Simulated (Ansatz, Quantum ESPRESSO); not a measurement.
## Na3TeCl (Pm-3m): Raman and infrared activity

Which lines does Na3TeCl (Pm-3m) show in Raman and infrared spectra?

Program: Quantum ESPRESSO 8.0 development, patched. Level of theory: DFT LDA, scalar-relativistic, plane waves, PseudoDojo norm-conserving pseudopotentials. Results are calculated unless marked as measured.

This is a report of a sequence of runs, with most program output left out.

The structure was built from a prototype and need not be the compound's stable phase.

## Step 1: Starting point

It takes space group Pm-3m (No. 221, cubic). Conventional cell: a = 6.137 Å, b = 6.137 Å, c = 6.137 Å, α = 90.00°, β = 90.00°, γ = 90.00°. Nearest to Cl lie 12 Na at 4.34 Å. Nearest to Te lie 6 Na at 3.07 Å. Nearest to Na lie 2 Te at 3.07 Å. Farther neighbours and most contacts between anions are not listed.

Coordinates:

```cif
data_structure
_symmetry_space_group_name_H-M 'P 1'
_symmetry_Int_Tables_number 1
_cell_length_a 6.1370
_cell_length_b 6.1370
_cell_length_c 6.1370
_cell_angle_alpha 90.000
_cell_angle_beta 90.000
_cell_angle_gamma 90.000
_cell_volume 231.14
loop_
_atom_site_label
_atom_site_type_symbol
_atom_site_fract_x
_atom_site_fract_y
_atom_site_fract_z
_atom_site_occupancy
Cl1 Cl 0.00000 0.00000 0.00000 1
Te2 Te 0.50000 0.50000 0.50000 1
Na3 Na 0.50000 0.50000 0.00000 1
Na4 Na 0.50000 0.00000 0.50000 1
Na5 Na 0.00000 0.50000 0.50000 1
```

## Step 2: A first look

Before anything dear is run, a loose run with smearing shows whether this is a metal and how far the cell is from rest.

probe.in reads:

```
 &control
    calculation='scf',
    prefix='x',
    outdir='./tmp',
    pseudo_dir='./pseudo',
    tprnfor=.true.,
    tstress=.true.,
    verbosity='high',
 /
 &system
    ibrav=0,
    nat=5,
    ntyp=3,
    ecutwfc=88.0,
    occupations='smearing',
    smearing='gaussian',
    degauss=0.01,
 /
 &electrons
    conv_thr=1.0d-07,
    mixing_beta=0.7,
    electron_maxstep=100,
 /
ATOMIC_SPECIES
 Cl     35.4500  Cl.upf
 Te    127.6000  Te.upf
 Na     22.9898  Na.upf
CELL_PARAMETERS angstrom
     6.137000000    0.000000000    0.000000000
     0.000000000    6.137000000    0.000000000
     0.000000000    0.000000000    6.137000000
ATOMIC_POSITIONS crystal
 Cl     0.000000000   0.000000000   0.000000000
 Te     0.500000000   0.500000000   0.500000000
 Na     0.500000000   0.500000000   0.000000000
 Na     0.500000000   0.000000000   0.500000000
 Na     0.000000000   0.500000000   0.500000000
K_POINTS automatic
 4 4 4 0 0 0
```

Command:

```
$ OMP_NUM_THREADS=1 mpirun -n 4 pw.x -nk 4 -in probe.in > probe.out
```

It took 21 s on 4 MPI ranks of Intel Xeon Platinum 8375C at 2.90GHz (Ice Lake), shared host; 82 s of CPU time.

Read from the output:

```yaml
volume_per_atom: 46.23 Å³
pressure: -2.278 GPa
gap_on_the_k_mesh: 2.127 eV
```

A gap of 2.1 eV opens on this mesh, so the crystal is taken as an insulator; the start stands at -2.3 GPa.

## Step 3: Relaxation

The relaxation runs at a cutoff a fifth above that of the response, since stress converges more slowly with the basis than frequencies do. Forces and stress are brought to rest with tight thresholds.

relax.in, as its differences from probe.in of step 2:

```diff
@@ -1,3 +1,3 @@
  &control
-    calculation='scf',
+    calculation='vc-relax',
     prefix='x',
@@ -7,3 +7,5 @@
     tstress=.true.,
-    verbosity='high',
+    forc_conv_thr=2.0d-05,
+    etot_conv_thr=1.0d-07,
+    nstep=40,
  /
@@ -13,11 +15,15 @@
     ntyp=3,
-    ecutwfc=88.0,
-    occupations='smearing',
-    smearing='gaussian',
-    degauss=0.01,
+    ecutwfc=106,
+    occupations='fixed',
+    nbnd=27,
  /
  &electrons
-    conv_thr=1.0d-07,
+    conv_thr=1.0d-11,
     mixing_beta=0.7,
     electron_maxstep=100,
+ /
+ &ions
+ /
+ &cell
+    press_conv_thr=0.2,
  /
```

Command:

```
$ OMP_NUM_THREADS=1 mpirun -n 4 pw.x -nk 4 -in relax.in > relax.out
```

It took 5.5 min on 4 MPI ranks; 22 min of CPU time.

The steps of the relaxation:

| step | energy less that of the first step (eV) | largest force (eV/Å) | pressure (GPa) | volume (Å³) |
| --- | --- | --- | --- | --- |
| 1 | 0.0000 | 0.0000 | -2.28 | 231.14 |
| 2 | -0.0376 | 0.0000 | -2.23 | 228.46 |
| 3 | -0.0919 | 0.0000 | -2.15 | 224.49 |
| 4 | -0.1682 | 0.0000 | -2.01 | 218.62 |
| 5 | -0.2698 | 0.0000 | -1.76 | 210.00 |
| 6 | -0.3881 | 0.0000 | -1.25 | 197.51 |
| 7 | -0.4686 | 0.0000 | -0.10 | 179.72 |
| 8 | -0.4690 | 0.0000 | 0.02 | 178.26 |
| 9 | -0.4690 | 0.0000 | 0.00 | 178.49 |
| 10 | -0.4690 | 0.0000 | 0.00 | 178.49 |
| 11 | -0.4677 | 0.0000 | 0.00 | 178.49 |

| conventional cell, symmetrised | before | after | change |
| --- | --- | --- | --- |
| a (Å) | 6.137 | 5.630 | -8.3 % |
| b (Å) | 6.137 | 5.630 | -8.3 % |
| c (Å) | 6.137 | 5.630 | -8.3 % |
| volume (Å³/atom) | 46.23 | 35.70 | -22.8 % |

The relaxed structure:

```xyz
5
Lattice="5.6303 0.0000 0.0000 0.0000 5.6303 0.0000 0.0000 0.0000 5.6303" Properties=species:S:1:pos:R:3 pbc="T T T"
Cl    0.0000    0.0000    0.0000
Te    2.8152    2.8152    2.8152
Na    2.8152    2.8152    0.0000
Na    2.8152    0.0000    2.8152
Na    0.0000    2.8152    2.8152
```

The last row of the table of steps is pw.x's closing run on a basis chosen anew for the final cell, so its energy can jump.

Numbers from this step:

* volume per atom: 35.70 Å³
* pressure: -0.002 GPa
* gap on the k-mesh: 2.441 eV

The volume changes by -22.8 % from the cell with which this run began.

## Step 4: Self-consistent run for the response

Perturbation theory inherits every error of the wavefunctions, so the threshold is set near the limit of the arithmetic. With a gap, occupations are fixed, which also allows the response to an electric field.

scf.in reads:

```
 &control
    calculation='scf',
    prefix='x',
    outdir='./tmp',
    pseudo_dir='./pseudo',
    tprnfor=.true.,
    tstress=.true.,
 /
 &system
    ibrav=0,
    nat=5,
    ntyp=3,
    ecutwfc=88.0,
    occupations='fixed',
    nbnd=27,
 /
 &electrons
    conv_thr=1.0d-12,
    mixing_beta=0.7,
    electron_maxstep=100,
 /
ATOMIC_SPECIES
 Cl     35.4500  Cl.upf
 Te    127.6000  Te.upf
 Na     22.9898  Na.upf
CELL_PARAMETERS angstrom
     5.630345269    0.000000000    0.000000000
     0.000000000    5.630345269    0.000000000
     0.000000000    0.000000000    5.630345269
ATOMIC_POSITIONS crystal
 Cl     0.000000000   0.000000000   0.000000000
 Te     0.500000000   0.500000000   0.500000000
 Na     0.500000000   0.500000000   0.000000000
 Na     0.500000000   0.000000000   0.500000000
 Na     0.000000000   0.500000000   0.500000000
K_POINTS automatic
 4 4 4 0 0 0
```

Command:

```
$ OMP_NUM_THREADS=1 mpirun -n 4 pw.x -nk 4 -in scf.in > scf.out
```

Wall time 21 s (4 MPI ranks); 85 s of CPU time.

Numbers from this step:

```
pressure          : 0.001 GPa
gap on the k-mesh : 2.440 eV
```

The cell stands at 0.001 GPa, close enough for phonons.

## Step 5: Linear response at Γ

At q = 0 one unit cell holds all displacements; symmetry groups them into irreducible representations that are solved one by one. The response to a field gives ε∞ and the Born charges, which polar modes need. Third-order response adds the Raman tensors.

ph.in reads:

```
phonons
 &inputph
    prefix='x',
    outdir='./tmp',
    fildyn='g.dyn',
    tr2_ph=1.0d-18,
    epsil=.true.,
    lraman=.true.,
    elop=.true.,
 /
0.000000000000 0.000000000000 0.000000000000
```

Command:

```
$ OMP_NUM_THREADS=1 mpirun -n 4 ph.x -nk 4 -in ph.in > ph.out
```

Elapsed: 32 min, on 4 MPI ranks.

Numbers from this step:

```yaml
miss_of_the_charge_sum_rule: 0.01605 e
largest_acoustic_frequency_at_the_zone_centre_before_the_sum_rule: 13.2 cm⁻¹
highest_optical_zone_centre_mode_no_lo_to_term: 288.6 cm⁻¹
lowest_optical_zone_centre_mode: -98.77 cm⁻¹
mean_high_frequency_dielectric_constant: 3.027
largest_born_charge_in_size_third_of_the_trace: 1.462 e
```

Born charge (rows field, columns displacement), before the sum rule (e), principal values of the symmetric part by kind of site:

| atom | atoms with these values | low | middle | high | mean |
| --- | --- | --- | --- | --- | --- |
| Cl1 | 1 | -1.46 | -1.46 | -1.46 | -1.46 |
| Te2 | 1 | -1.45 | -1.45 | -1.45 | -1.45 |
| Na3 | 3 | 0.81 | 0.81 | 1.27 | 0.97 |

In full for Te2:

```
-1.45  0.00  0.00
 0.00 -1.45  0.00
 0.00  0.00 -1.45
```

High-frequency dielectric tensor:

```
3.03 0.00 0.00
0.00 3.03 0.00
0.00 0.00 3.03
```

The acoustic modes at Γ come out as far as 13.2 cm⁻¹ from zero, where they should vanish, a sizeable error of basis and grid; the Born charges miss their sum rule by 0.016 e, which is good. The lowest optical mode is imaginary, 99i cm⁻¹, an instability at this level and on this k mesh.

## Step 6: Zone-centre analysis

A rigid shift of the crystal must cost nothing, but grids and finite bases break this; the acoustic sum rule is imposed before the matrix is diagonalised again. With Born charges the intensities follow; a static dielectric tensor has no meaning with imaginary modes.

dynmat.in reads:

```
 &input
    fildyn='g.dyn',
    asr='simple',
    fileig='dynmat.eig',
    lperm=.true.,
 /
```

Command:

```
$ dynmat.x -in dynmat.in > dynmat.out
```

It took 0.58 s on 1 thread.

Numbers from this step:

- highest optical zone-centre mode (no LO-TO term): 287.7 cm⁻¹
- lowest optical zone-centre mode: -100.2 cm⁻¹

Unit eigenvectors of the mass-weighted matrix after the sum rule; no LO-TO term. Modes at Γ, with each element's share of the kinetic energy (negative means imaginary):

| mode | frequency (cm⁻¹) | Cl % | Te % | Na % |
| --- | --- | --- | --- | --- |
| 1 | -100.2 | 47 | 1 | 53 |
| 2 | -100.2 | 47 | 1 | 53 |
| 3 | -100.2 | 47 | 1 | 53 |
| 4 | -73.6 | 0 | 0 | 100 |
| 5 | -73.6 | 0 | 0 | 100 |
| 6 | -73.6 | 0 | 0 | 100 |
| 7 | 0.0 | 15 | 55 | 30 |
| 8 | 0.0 | 15 | 55 | 30 |
| 9 | 0.0 | 15 | 55 | 30 |
| 10 | 63.6 | 38 | 31 | 31 |
| 11 | 63.6 | 38 | 31 | 31 |
| 12 | 63.6 | 38 | 31 | 31 |
| 13 | 287.7 | 0 | 13 | 87 |
| 14 | 287.7 | 0 | 13 | 87 |
| 15 | 287.7 | 0 | 13 | 87 |

Displacements in mode 2 (-100.2 cm⁻¹), the largest set to 1:
```
Cl1  0.00  0.00  1.00
Te2  0.00  0.00  0.06
Na3  0.00  0.00  0.01
Na4  0.00  0.00 -0.93
Na5  0.00  0.00 -0.93
```

Displacements in mode 13 (287.7 cm⁻¹), the largest set to 1:
```
Cl1  0.00  0.00 -0.01
Te2  0.00  0.00 -0.16
Na3  0.00  0.00  1.00
Na4  0.00  0.00 -0.03
Na5  0.00  0.00 -0.03
```

Degenerate modes summed, no LO-TO term; imaginary modes left out. Infrared lines, with heights relative to the strongest:

| position (cm⁻¹) | lines merged | IR intensity, relative |
| --- | --- | --- |
| 64 | 3 | 0.0 |
| 288 | 3 | 100 |

The rule also moves an optical mode by 3.9 cm⁻¹.

## Step 7: Sum rules set otherwise: a sum rule for molecules or wires on a crystal

This rule also removes rotations, which suits wires and not a crystal; it is tried to see the harm.

dynmat.in reads:

```
 &input
    fildyn='g.dyn',
    asr='one-dim',
    fileig='dynmat.eig',
    lperm=.true.,
 /
```

Command:

```
$ dynmat.x -in dynmat.in > dynmat.out
```

It took 0.55 s on 1 thread.

The run ended normally, but on settings that are not sound.

The fault: a sum rule for molecules or wires on a crystal; 1 optical mode is projected out to zero frequency, as if it were a rotation.

For a crystal the rule has to be 'simple' or 'crystal'.

Zone-centre frequencies as printed; negative means imaginary. Modes:

| mode | frequency (cm⁻¹) |
| --- | --- |
| 1 | -99.18 |
| 2 | -99.18 |
| 3 | -97.52 |
| 4 | -69.78 |
| 5 | -69.78 |
| 6 | 0 |
| 7 | 0 |
| 8 | 0 |
| 9 | 0 |
| 10 | 32.51 |
| 11 | 64.55 |
| 12 | 64.55 |
| 13 | 284.9 |
| 14 | 288.4 |
| 15 | 288.4 |

## Step 8: Sum rules set otherwise (asr crystal)

The rule can be imposed in more than one way; the choices should agree where the raw error is small.

dynmat.in reads:

```
 &input
    fildyn='g.dyn',
    asr='crystal',
    fileig='dynmat.eig',
    lperm=.true.,
 /
```

Command:

```
$ dynmat.x -in dynmat.in > dynmat.out
```

Elapsed: 0.55 s, on 1 thread.

This step gave:

```yaml
highest_optical_zone_centre_mode_no_lo_to_term: 288.4 cm⁻¹
lowest_optical_zone_centre_mode: -99.18 cm⁻¹
```

Zone-centre frequencies as printed; negative means imaginary. Modes:

| mode | frequency (cm⁻¹) |
| --- | --- |
| 1 | -99.18 |
| 2 | -99.18 |
| 3 | -99.18 |
| 4 | -69.78 |
| 5 | -69.78 |
| 6 | -69.78 |
| 7 | 0 |
| 8 | 0 |
| 9 | 0 |
| 10 | 64.55 |
| 11 | 64.55 |
| 12 | 64.55 |
| 13 | 288.4 |
| 14 | 288.4 |
| 15 | 288.4 |

Against the first rule no mode moves by more than 3.9 cm⁻¹.

## Step 9: The LO-TO splitting (1 0 0)

A longitudinal polar mode sets up a macroscopic field that stiffens it; the term hangs on the direction from which q goes to zero.

dynmat.in reads:

```
 &input
    fildyn='g.dyn',
    asr='simple',
    fileig='dynmat.eig',
    q(1)=1.0,
    q(2)=0.0,
    q(3)=0.0,
 /
```

Command:

```
$ dynmat.x -in dynmat.in > dynmat.out
```

Elapsed: 0.55 s, on 1 thread.

Numbers from this step:

```
highest mode moved by the LO-TO term : 302.0 cm⁻¹
```

Zone-centre frequencies as printed; negative means imaginary. Modes:

| mode | frequency (cm⁻¹) |
| --- | --- |
| 1 | -100.2 |
| 2 | -100.2 |
| 3 | -73.65 |
| 4 | -73.65 |
| 5 | -73.65 |
| 6 | 0 |
| 7 | 0 |
| 8 | 0 |
| 9 | 15.83 |
| 10 | 63.56 |
| 11 | 63.56 |
| 12 | 63.56 |
| 13 | 287.7 |
| 14 | 287.7 |
| 15 | 302 |

The field moves 2 modes; the highest of them now lies at 302 cm⁻¹, where the highest that moved away lay at 288.

## Step 10: A second program

The same cell goes through another code at the same cutoff. The files are of one family, but Ansatz's library holds files of its own making for some heavy elements, so those for Te may differ. Its k mesh is centred on Γ.

This step: DFT LDA, scalar-relativistic, plane waves, norm-conserving pseudopotentials of its library (PseudoDojo's, some remade) (Ansatz 0.2.0).

input.yaml reads:

```yaml
crystal:
  lattice:
    - [5.630345269, 0.0, 0.0]
    - [0.0, 5.630345269, 0.0]
    - [0.0, 0.0, 5.630345269]
  atoms:
    - { symbol: Cl, position: [0.0, 0.0, 0.0] }
    - { symbol: Te, position: [0.5, 0.5, 0.5] }
    - { symbol: Na, position: [0.5, 0.5, 0.0] }
    - { symbol: Na, position: [0.5, 0.0, 0.5] }
    - { symbol: Na, position: [0.0, 0.5, 0.5] }
kpoints:
  mp_grid: { grid: [4, 4, 4] }
hamiltonian:
  xc: lda
  pseudopotentials: { kind: nc, accuracy: standard }
scf:
  occupations: { method: fixed }
output:
  eigenvalues: true
basis:
  ecutwfc: 1197.301
phonons:
  method: dfpt
  dielectric: true
  rigid_motions: translations
  raman: true
```

Command:

```
$ ansatz run input.yaml --threads 4 --pin off --max-ram 16384MiB --backend cpu --events-out ev --progress --plain --runs-dir out
```

Run time: 4.6 min. Hardware: 4 threads; peak memory 4 GiB.

Read from the output:

```
gap on the k-mesh                                : 2.441 eV
sum-rule residual before enforcement             : 2.52e-4 eV/Å²
miss of the charge sum rule                      : 4.27e-4 e
estimated error of the dielectric tensor         : 0.006278
estimated error of the Born charges              : 0.01725 e
highest optical zone-centre mode (no LO-TO term) : 287.7 cm⁻¹
lowest optical zone-centre mode                  : -100.2 cm⁻¹
mean high-frequency dielectric constant          : 3.003
largest Born charge in size (third of the trace) : 1.460 e
highest mode moved by the LO-TO term             : 302.1 cm⁻¹
```

Transverse modes; imaginary modes left out. Infrared lines, with heights relative to the strongest:

| position (cm⁻¹) | label | IR intensity ((D/Å)²/amu), degenerate modes summed, relative |
| --- | --- | --- |
| 64 | T1u | 0.0 |
| 288 | T1u | 100 |

The log warns that the force constants on this k mesh are to be taken as unconverged.

## Step 11: Side by side: QE PseudoDojo and Ansatz, library NC

Numbers from this step:

| Item | Value |
| --- | --- |
| root-mean-square difference | 0.03 cm⁻¹ |
| largest difference | 0.04 cm⁻¹ |

The two runs side by side. Further quantities:

| quantity | QE PseudoDojo | Ansatz, library NC |
| --- | --- | --- |
| mean ε∞ | 3.027 | 3.003 |
| largest Born charge in size (e; the first before, the second after the charge sum rule) | 1.462 | 1.46 |
| summed IR intensity ((D/Å)²/amu) | 14.2 | 14.18 |

At the zone centre the largest difference (acoustic modes at Γ apart) is 0.01 % of the highest mode.

## Step 12: What came out

| Quantity | Value |
| --- | --- |
| space group after relaxation | Pm-3m |
| volume per atom | 35.7 Å³ |
| gap on the k-mesh | 2.44 eV |
| highest optical zone-centre mode (no LO-TO term) | 287.7 cm⁻¹ |
| lowest optical zone-centre mode | -100.2 cm⁻¹ |
| highest mode moved by the LO-TO term | 302.0 cm⁻¹ |
| mean high-frequency dielectric constant | 3.03 |
| largest Born charge in size (third of the trace) | 1.46 e |
| imaginary optical modes at the zone centre (no q mesh in this session) | yes |
| largest difference from Ansatz, library NC | 0.04 cm⁻¹ |

No mode is Raman active in this structure; the strongest infrared line lies at 288 cm⁻¹. At the LDA level the optical modes of Na3TeCl (Pm-3m) at the zone centre (no LO-TO term) run from 100i to 288 cm⁻¹, so the structure is a saddle point, with 6 modes beyond 10i cm⁻¹ there. Along the directions run, the highest mode that the macroscopic field moves lies at 302 cm⁻¹. Of the 12 optical modes, 9 are infrared active alone and 3 are silent. QE PseudoDojo and Ansatz, library NC agree to 0.04 cm⁻¹ (0.01 % of the highest mode compared) on all solved modes but the acoustic ones at Γ, without the LO-TO term. These are harmonic frequencies at zero temperature: anharmonic shifts and linewidths and thermal expansion are left out. Spin-orbit coupling is left out, which can matter for the heavy elements here. The total energies of the two programs lie far apart, so at least one potential file in Ansatz's library differs from the published one read by the first program. Ansatz's log warns that force constants on this k mesh are to be taken as unconverged, an error that the frequencies of both programs share. The build is a development version in which the Raman tensors of release 7.5 are mended; dynmat.x leaves out the electro-optic term of LO lines. The structure is a hypothetical one, built on a prototype.

[Host names and launcher messages were left out of these logs when they were recorded.]

[Logs are printed without paths, hosts, clocks, repeated set-up lines and the standing remarks that a program may print on its own settings, such as how far it seeks lower states.]

[Hosts, paths, dates, database ids (printed as entryN), source tags and the programs' standing remarks are cut or masked in the printed files.]
